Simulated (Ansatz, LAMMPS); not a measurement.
## Finding the fault: glassy 77SiO2-6B2O3-8CaO-8MgO (mol %) (142 atoms)

Program: Ansatz 0.2.0. The cell: 37 Si, 6 B, 4 Ca, 4 Mg and 91 O.

input.yaml reads:

```yaml
crystal:
  lattice:
    - [12.35152, 0.0, 0.0]
    - [0.0, 12.35152, 0.0]
    - [0.0, 0.0, 12.35152]
  atoms:
    - { symbol: Si, position: [0.4654, 0.90386, 0.72198] }
    - { symbol: Si, position: [0.16178, 0.04027, 0.43538] }
    - { symbol: Si, position: [0.16072, 0.58002, 0.09455] }
    - { symbol: Si, position: [0.39781, 0.26706, 0.81166] }
    - { symbol: Si, position: [0.93643, 0.97688, 0.32656] }
    - { symbol: Si, position: [0.64198, 0.60606, 0.92137] }
    - { symbol: Si, position: [0.64211, 0.00608, 0.59902] }
    - { symbol: Si, position: [0.77415, 0.29074, 0.75192] }
    - { symbol: Si, position: [0.56486, 0.78306, 0.5412] }
    - { symbol: Si, position: [0.1466, 0.97572, 0.97148] }
    - { symbol: Si, position: [0.99126, 0.45748, 0.48969] }
    - { symbol: Si, position: [0.02943, 0.21812, 0.56845] }
    - { symbol: Si, position: [0.71574, 0.28616, 0.28199] }
    - { symbol: Si, position: [0.87087, 0.68574, 0.82797] }
    - { symbol: Si, position: [0.49437, 0.90827, 0.17766] }
    - { symbol: Si, position: [0.07912, 0.85464, 0.56336] }
    - { symbol: Si, position: [0.26619, 0.60139, 0.63095] }
    - { symbol: Si, position: [0.48747, 0.50761, 0.72877] }
    [... 118 atom lines left out ...]
    - { symbol: O, position: [0.96438, 0.85144, 0.11485] }
    - { symbol: O, position: [0.85682, 0.02983, 0.42173] }
    - { symbol: O, position: [0.20035, 0.27275, 0.06393] }
    - { symbol: O, position: [0.01501, 0.49503, 0.60911] }
    - { symbol: O, position: [0.05625, 0.75379, 0.47715] }
    - { symbol: O, position: [0.93547, 0.01461, 0.20173] }
kpoints:
  mp_grid: { grid: [1, 1, 1] }
hamiltonian:
  xc: gga
scf:
  occupations: { method: fixed }
  max_iter: 50
output:
  forces: true
```

Run with:

```bash
ansatz run input.yaml --threads 4 --pin off --max-ram 8192MiB --backend cpu --events-out ev --progress --plain --runs-dir out
```

Output:

```text
Error: YAML parse error: error: line 152 column 7: hamiltonian.xc: unknown variant `gga`, expected one of `lda`, `lda-pw`, `pw92`, `pbe`, `pbesol`, `rpbe`, `revpbe`, `blyp`, `pbe0`, `revpbe0`, `b3lyp`, `b3lyp5`, `hse06`, `wpbeh`, `hiss`, `lc_wpbe`, `cam_b3lyp`, `hf`, `r2scan`, `r2scanh`, `r2scan0`, `r2scan50`, `mr2scan`
   --> <input>:152:7
    |
150 |   mp_grid: { grid: [1, 1, 1] }
151 | hamiltonian:
152 |   xc: gga
    |       ^ hamiltonian.xc: unknown variant `gga`, expected one of `lda`, `lda-pw`, `pw92`, `pbe`, `pbesol`, `rpbe`, `revpbe`, `blyp`, `pbe0`, `revpbe0`, `b3lyp`, `b3lyp5`, `hse06`, `wpbeh`, `hiss`, `lc_wpbe`, `cam_b3lyp`, `hf`, `r2scan`, `r2scanh`, `r2scan0`, `r2scan50`, `mr2scan`
153 | scf:
154 |   occupations: { method: fixed }
    |
```

Wall time 0.01 s (4 threads of Arm Neoverse V2, shared host); peak memory 0.024 GiB; 0.01 s of CPU time.

**Question.** What is wrong with this input, and how is it mended?

An unknown functional: hamiltonian.xc = "gga".

The fix is to type the functional by a name that the program lists.

The program refused it before any cycle.

[Logs are printed without paths, hosts, clocks, repeated set-up lines and the standing remarks that a program may print on its own settings, such as how far it seeks lower states.]

[Hosts, paths, dates, database ids (printed as entryN), source tags and the programs' standing remarks are cut or masked in the printed files.]
